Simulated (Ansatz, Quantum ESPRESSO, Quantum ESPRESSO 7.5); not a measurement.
# vacuum gap of 3.5 Å between two Li(100) faces: ballistic transmission

Aim: the zero-bias transmission with pwcond for this junction: vacuum gap of 3.5 Å between two Li(100) faces.

Calculated with Quantum ESPRESSO 7.5; plane-wave DFT, LDA, GBRV ultrasoft pseudopotentials (cross-check by Ansatz 0.2.0 with PAW datasets).

## (1) Starting point

The cell holds 16 atoms: 16 Li. Cell: a = 3.440 Å, b = 3.440 Å, c = 29.300 Å, α = 90.0°, β = 90.0°, γ = 90.0°. It derives from Li. Regions: left lead, 8 atoms (8 Li); right lead, 8 atoms (8 Li). The structure is stacked along c, and the current runs across the ab planes.

## (2) Self-consistent run

One periodic cell holds a stretch of lead, the junction and more lead; the atoms stay as built.

Input file scf.in:

```
&control
  prefix = 'scf'
  outdir = './out'
  pseudo_dir = './pseudo'
  calculation = 'scf'
  tprnfor = .true.
/
&system
  ibrav = 0
  nat = 16
  ntyp = 1
  ecutwfc = 40
  ecutrho = 200
  occupations = 'smearing'
  smearing = 'mv'
  degauss = 0.01
/
&electrons
  conv_thr = 1e-07
  mixing_beta = 0.25
  electron_maxstep = 120
  mixing_mode = 'local-TF'
/
ATOMIC_SPECIES
  Li  6.9400  li_lda_v1.4.uspp.F.UPF
CELL_PARAMETERS angstrom
  3.44000000000000 0.00000000000000 0.00000000000000
  0.00000000000000 3.44000000000000 0.00000000000000
  0.00000000000000 0.00000000000000 29.30000000000000
ATOMIC_POSITIONS crystal
  Li  0.000000000000 0.000000000000 0.000000000000
  Li  0.500000000000 0.500000000000 0.058703071672
  Li  0.000000000000 0.000000000000 0.117406143345
  Li  0.500000000000 0.500000000000 0.176109215017
  Li  0.000000000000 0.000000000000 0.234812286689
  Li  0.500000000000 0.500000000000 0.293515358362
  Li  0.000000000000 0.000000000000 0.352218430034
  Li  0.500000000000 0.500000000000 0.410921501706
  Li  0.000000000000 0.000000000000 0.530375426621
  Li  0.500000000000 0.500000000000 0.589078498294
  Li  0.000000000000 0.000000000000 0.647781569966
  Li  0.500000000000 0.500000000000 0.706484641638
  Li  0.000000000000 0.000000000000 0.765187713311
  Li  0.500000000000 0.500000000000 0.823890784983
  Li  0.000000000000 0.000000000000 0.882593856655
  Li  0.500000000000 0.500000000000 0.941296928328
K_POINTS automatic
  7 7 1 0 0 0
```

The run is started by

```console
$ OMP_NUM_THREADS=1 mpirun -n 2 pw.x -nk 2 -in scf.in > scf.out
```

The program printed:

```text
Program PWSCF v.7.5 starts
[citation notice left out]

     Parallel version (MPI & OpenMP), running on       2 processor cores
     Number of MPI processes:                 2
     Threads/MPI process:                     1

     MPI processes distributed on     1 nodes
[...]
Current dimensions of program PWSCF are:
     Max number of different atomic species (ntypx) = 10
     Max number of k-points (npk) =  40000
     Max angular momentum in pseudopotentials (lmaxx) =  4
     Message from routine setup:
     using ibrav=0 with symmetry is DISCOURAGED, use correct ibrav instead

     K-points division:     npool     =       2
     Subspace diagonalization in iterative solution of the eigenvalue problem:
     a serial algorithm will be used

     G-vector sticks info
     --------------------
     sticks:   dense  smooth     PW     G-vecs:    dense   smooth      PW
     Sum         673     545    161               111921    79927   12993

     Using Slab Decomposition

     bravais-lattice index     =            0
     lattice parameter (alat)  =       6.5007  a.u.
     unit-cell volume          =    2339.8128 (a.u.)^3
     number of atoms/cell      =           16
     number of atomic types    =            1
     number of electrons       =        48.00
     number of Kohn-Sham states=           29
     kinetic-energy cutoff     =      40.0000  Ry
     charge density cutoff     =     200.0000  Ry
     scf convergence threshold =      1.0E-07
     mixing beta               =       0.2500
     number of iterations used =            8  local-TF  mixing
     Exchange-correlation=  SLA  PZ   NOGX NOGC
                           (   1   1   0   0   0   0   0)

     celldm(1)=   6.500658  celldm(2)=   0.000000  celldm(3)=   0.000000
     celldm(4)=   0.000000  celldm(5)=   0.000000  celldm(6)=   0.000000

     crystal axes: (cart. coord. in units of alat)
               a(1) = (   1.000000   0.000000   0.000000 )
               a(2) = (   0.000000   1.000000   0.000000 )
               a(3) = (   0.000000   0.000000   8.517442 )

     reciprocal axes: (cart. coord. in units 2 pi/alat)
               b(1) = (  1.000000  0.000000  0.000000 )
               b(2) = (  0.000000  1.000000  0.000000 )
               b(3) = (  0.000000  0.000000  0.117406 )

     PseudoPot. # 1 for Li read from file:
     ./pseudo/li_lda_v1.4.uspp.F.UPF
     Pseudo is Ultrasoft, Zval =  3.0
     Generated by new atomic code, or converted to UPF format
     Using radial grid of  751 points,  5 beta functions with:
                l(1) =   0
                l(2) =   0
                l(3) =   0
                l(4) =   1
                l(5) =   1
     Q(r) pseudized with 10 coefficients,  rinner =    1.150   1.150   1.150

     atomic species   valence    mass     pseudopotential
     Li                3.00     6.94000     Li( 1.00)

      8 Sym. Ops. (no inversion) found

   Cartesian axes

     site n.     atom                  positions (alat units)
         1        Li     tau(   1) = (   0.0000000   0.0000000   0.0000000  )
         2        Li     tau(   2) = (   0.5000000   0.5000000   0.5000000  )
         3        Li     tau(   3) = (   0.0000000   0.0000000   1.0000000  )
         4        Li     tau(   4) = (   0.5000000   0.5000000   1.5000000  )
         5        Li     tau(   5) = (   0.0000000   0.0000000   2.0000000  )
         6        Li     tau(   6) = (   0.5000000   0.5000000   2.5000000  )
         7        Li     tau(   7) = (   0.0000000   0.0000000   3.0000000  )
         8        Li     tau(   8) = (   0.5000000   0.5000000   3.5000000  )
         9        Li     tau(   9) = (   0.0000000   0.0000000   4.5174419  )
        10        Li     tau(  10) = (   0.5000000   0.5000000   5.0174419  )
        11        Li     tau(  11) = (   0.0000000   0.0000000   5.5174419  )
        12        Li     tau(  12) = (   0.5000000   0.5000000   6.0174419  )
        13        Li     tau(  13) = (   0.0000000   0.0000000   6.5174419  )
        14        Li     tau(  14) = (   0.5000000   0.5000000   7.0174419  )
        15        Li     tau(  15) = (   0.0000000   0.0000000   7.5174419  )
        16        Li     tau(  16) = (   0.5000000   0.5000000   8.0174419  )

     number of k points=    10  Marzari-Vanderbilt smearing, width (Ry)=  0.0100
                       cart. coord. in units 2pi/alat
        k(    1) = (   0.0000000   0.0000000   0.0000000), wk =   0.0408163
        k(    2) = (   0.0000000   0.1428571   0.0000000), wk =   0.1632653
        k(    3) = (   0.0000000   0.2857143   0.0000000), wk =   0.1632653
        k(    4) = (   0.0000000   0.4285714   0.0000000), wk =   0.1632653
        k(    5) = (   0.1428571   0.1428571   0.0000000), wk =   0.1632653
        k(    6) = (   0.1428571   0.2857143   0.0000000), wk =   0.3265306
        k(    7) = (   0.1428571   0.4285714   0.0000000), wk =   0.3265306
        k(    8) = (   0.2857143   0.2857143   0.0000000), wk =   0.1632653
        k(    9) = (   0.2857143   0.4285714   0.0000000), wk =   0.3265306
        k(   10) = (   0.4285714   0.4285714   0.0000000), wk =   0.1632653

     Dense  grid:   111921 G-vectors     FFT dimensions: (  30,  30, 250)

     Smooth grid:    79927 G-vectors     FFT dimensions: (  27,  27, 225)

     Estimated max dynamical RAM per process >     195.28 MB

     Estimated total dynamical RAM >     363.24 MB

     Initial potential from superposition of free atoms

     starting charge      40.7879, renormalised to      48.0000
     Starting wfcs are   80 randomized atomic wfcs

     total cpu time spent up to now is        4.7 secs

     per-process dynamical memory:   116.6 Mb

     Self-consistent Calculation

     iteration #  1     ecut=    40.00 Ry     beta= 0.25
     Davidson diagonalization with overlap
     ethr =  1.00E-02,  avg # of iterations =  1.8

     total cpu time spent up to now is        9.3 secs

     total energy              =    -229.89120792 Ry
     estimated scf accuracy    <       2.89723247 Ry

     iteration #  2     ecut=    40.00 Ry     beta= 0.25
[...]
total energy              =    -228.61102313 Ry
     estimated scf accuracy    <       1.95847922 Ry

     iteration #  3     ecut=    40.00 Ry     beta= 0.25
[...]
total energy              =    -228.62654935 Ry
     estimated scf accuracy    <       0.12952159 Ry

     iteration #  4     ecut=    40.00 Ry     beta= 0.25
[...]
total energy              =    -228.67272270 Ry
     estimated scf accuracy    <       0.06539500 Ry

     iteration #  5     ecut=    40.00 Ry     beta= 0.25
[...]
total energy              =    -228.67580281 Ry
     estimated scf accuracy    <       0.00574022 Ry

     iteration #  6     ecut=    40.00 Ry     beta= 0.25
[...]
total energy              =    -228.67932958 Ry
     estimated scf accuracy    <       0.03596883 Ry

     iteration #  7     ecut=    40.00 Ry     beta= 0.25
[...]
total energy              =    -228.67533854 Ry
     estimated scf accuracy    <       0.04499925 Ry

     iteration #  8     ecut=    40.00 Ry     beta= 0.25
[...]
total energy              =    -228.67585420 Ry
     estimated scf accuracy    <       0.01444765 Ry

     iteration #  9     ecut=    40.00 Ry     beta= 0.25
[...]
total energy              =    -228.67555258 Ry
     estimated scf accuracy    <       0.01383637 Ry

     iteration # 10     ecut=    40.00 Ry     beta= 0.25
[...]
total energy              =    -228.67575921 Ry
     estimated scf accuracy    <       0.00238956 Ry

     iteration # 11     ecut=    40.00 Ry     beta= 0.25
[...]
total energy              =    -228.67583959 Ry
     estimated scf accuracy    <       0.00211584 Ry

     iteration # 12     ecut=    40.00 Ry     beta= 0.25
[...]
total energy              =    -228.67584054 Ry
     estimated scf accuracy    <       0.00383137 Ry

     iteration # 13     ecut=    40.00 Ry     beta= 0.25
[...]
total energy              =    -228.67579364 Ry
     estimated scf accuracy    <       0.00316015 Ry

     iteration # 14     ecut=    40.00 Ry     beta= 0.25
[...]
total energy              =    -228.67579902 Ry
     estimated scf accuracy    <       0.00075235 Ry

[...]
iteration # 24     ecut=    40.00 Ry     beta= 0.25
[...]
total energy              =    -228.67580781 Ry
     estimated scf accuracy    <       0.00006991 Ry

     iteration # 25     ecut=    40.00 Ry     beta= 0.25
[...]
total energy              =    -228.67580787 Ry
     estimated scf accuracy    <       0.00007284 Ry

     iteration # 26     ecut=    40.00 Ry     beta= 0.25
[...]
total energy              =    -228.67580520 Ry
     estimated scf accuracy    <       0.00007461 Ry

     iteration # 27     ecut=    40.00 Ry     beta= 0.25
[...]
total energy              =    -228.67580569 Ry
     estimated scf accuracy    <       0.00000687 Ry

     iteration # 28     ecut=    40.00 Ry     beta= 0.25
[...]
total energy              =    -228.67580595 Ry
     estimated scf accuracy    <       0.00000137 Ry

     iteration # 29     ecut=    40.00 Ry     beta= 0.25
[...]
total energy              =    -228.67580584 Ry
     estimated scf accuracy    <       0.00000518 Ry

     iteration # 30     ecut=    40.00 Ry     beta= 0.25
[...]
total energy              =    -228.67580591 Ry
     estimated scf accuracy    <       0.00000233 Ry

     iteration # 31     ecut=    40.00 Ry     beta= 0.25
[...]
End of self-consistent calculation

          k = 0.0000 0.0000 0.0000 ( 10087 PWs)   bands (ev):

   -45.6541 -45.6540 -45.0505 -45.0505 -45.0264 -45.0245 -45.0032 -45.0009
   -44.9984 -44.9872 -44.9867 -44.9844 -44.9808 -44.9807 -44.9612 -44.9612
    -2.8597  -2.7494  -2.6368  -2.3607  -2.1737  -1.6717  -1.4745  -0.6807
    -0.5748   0.5669   0.6081   2.0222   2.1788

          k = 0.0000 0.1429 0.0000 ( 10063 PWs)   bands (ev):

   -45.6538 -45.6536 -45.0500 -45.0499 -45.0250 -45.0234 -45.0020 -44.9998
   -44.9979 -44.9869 -44.9863 -44.9852 -44.9810 -44.9809 -44.9620 -44.9620
    -2.6696  -2.5596  -2.4458  -2.1721  -1.9819  -1.4863  -1.2827  -0.5035
    -0.3873   0.7381   0.7653   2.1507   2.2801

          k = 0.0000 0.2857 0.0000 ( 10005 PWs)   bands (ev):

   -45.6530 -45.6529 -45.0488 -45.0488 -45.0214 -45.0206 -44.9990 -44.9970
   -44.9965 -44.9883 -44.9862 -44.9862 -44.9807 -44.9806 -44.9641 -44.9640
    -2.0949  -1.9864  -1.8700  -1.6048  -1.4079  -0.9361  -0.7183  -0.0007
     0.1385   1.1241   1.1277   1.9939   2.0583

          k = 0.0000 0.4286 0.0000 (  9989 PWs)   bands (ev):

   -45.6524 -45.6524 -45.0479 -45.0479 -45.0184 -45.0182 -44.9959 -44.9941
   -44.9940 -44.9920 -44.9875 -44.9875 -44.9794 -44.9793 -44.9662 -44.9662
    -1.1234  -1.0196  -0.9028  -0.6593  -0.4609  -0.0587   0.1597   0.2605
     0.3511   0.4599   0.6342   0.6539   0.7690

          k = 0.1429 0.1429 0.0000 ( 10049 PWs)   bands (ev):

   -45.6535 -45.6533 -45.0495 -45.0495 -45.0237 -45.0223 -45.0009 -44.9988
   -44.9975 -44.9869 -44.9861 -44.9857 -44.9809 -44.9809 -44.9626 -44.9626
    -2.4797  -2.3699  -2.2546  -1.9826  -1.7891  -1.2984  -1.0882  -0.3206
    -0.1941   0.9221   0.9366   2.3170   2.4297

          k = 0.1429 0.2857 0.0000 ( 10013 PWs)   bands (ev):

   -45.6527 -45.6526 -45.0485 -45.0484 -45.0206 -45.0199 -44.9983 -44.9962
   -44.9960 -44.9887 -44.9862 -44.9862 -44.9803 -44.9803 -44.9643 -44.9642
    -1.9067  -1.7978  -1.6792  -1.4136  -1.2125  -0.7410  -0.5158   0.2006
     0.3505   1.3429   1.3566   2.1740   2.2175

[...]
the Fermi energy is     0.6581 ev

!    total energy              =    -228.67580593 Ry
     estimated scf accuracy    <       0.00000008 Ry
     smearing contrib. (-TS)   =      -0.00003519 Ry
     internal energy E=F+TS    =    -228.67577075 Ry

     The total energy is F=E-TS. E is the sum of the following terms:
     one-electron contribution =    -179.75404337 Ry
     hartree contribution      =      69.69955382 Ry
     xc contribution           =     -50.70557623 Ry
     ewald contribution        =     -67.91570496 Ry

     convergence has been achieved in  31 iterations

     Forces acting on atoms (cartesian axes, Ry/au):

     atom    1 type  1   force =     0.00000000    0.00000000   -0.00042626
     atom    2 type  1   force =     0.00000000    0.00000000    0.00006250
     atom    3 type  1   force =     0.00000000    0.00000000    0.00054588
     atom    4 type  1   force =     0.00000000    0.00000000    0.00017984
     atom    5 type  1   force =     0.00000000    0.00000000   -0.00031162
     atom    6 type  1   force =     0.00000000    0.00000000    0.00076734
     atom    7 type  1   force =     0.00000000    0.00000000   -0.00539524
     atom    8 type  1   force =     0.00000000    0.00000000    0.01052105
     atom    9 type  1   force =     0.00000000    0.00000000   -0.01051259
     atom   10 type  1   force =     0.00000000    0.00000000    0.00539492
     atom   11 type  1   force =     0.00000000    0.00000000   -0.00077307
     atom   12 type  1   force =     0.00000000    0.00000000    0.00032485
     atom   13 type  1   force =     0.00000000    0.00000000   -0.00018936
     atom   14 type  1   force =     0.00000000    0.00000000   -0.00055586
     atom   15 type  1   force =     0.00000000    0.00000000   -0.00005269
     atom   16 type  1   force =     0.00000000    0.00000000    0.00042030

     Total force =     0.016788     Total SCF correction =     0.000361

[...]
=------------------------------------------------------------------------------=
   JOB DONE.
=------------------------------------------------------------------------------=
```

Wall time 2.4 min (2 MPI ranks of Arm Neoverse N1, shared host); peak memory 0.39 GiB; 4.9 min of CPU time.

This step gave:

| Property | Result |
| --- | --- |
| free energy | -3111.2928 eV |
| Fermi energy | 0.6581 eV |

The program's own clock; routines nest. Time by routine:

```csv
routine,wall time (s),calls
PWSCF,145.3,1
electrons,139.6,1
c_bands,106.4,31
cegterg,97.28,155
h_psi,79.76,423
fftw,70.42,24089
vloc_psi,61.52,423
sum_band,22.83,31
calbec,13.65,598
h_psi:calbec,9.04,423
add_vuspsi,9.03,423
s_psi,9.01,423
mix_rho,6.71,31
init_run,4.66,1
```

The run needed 31 iterations to bring the estimated error under 1e-07 Ry; the largest force on any atom, held or free, is 0.27 eV/Å.

(Part 1 of 3 ends here.)

[Logs are printed without paths, hosts, clocks, repeated set-up lines and the standing remarks that a program may print on its own settings, such as how far it seeks lower states.]

[Hosts, paths, dates, database ids (printed as entryN), source tags and the programs' standing remarks are cut or masked in the printed files.]

[Maps of the electrostatic potential energy from Ansatz leave out the sawtooth potential of an applied field or a dipole correction, so their vacuum need not be flat; planar profiles and work functions include it.]
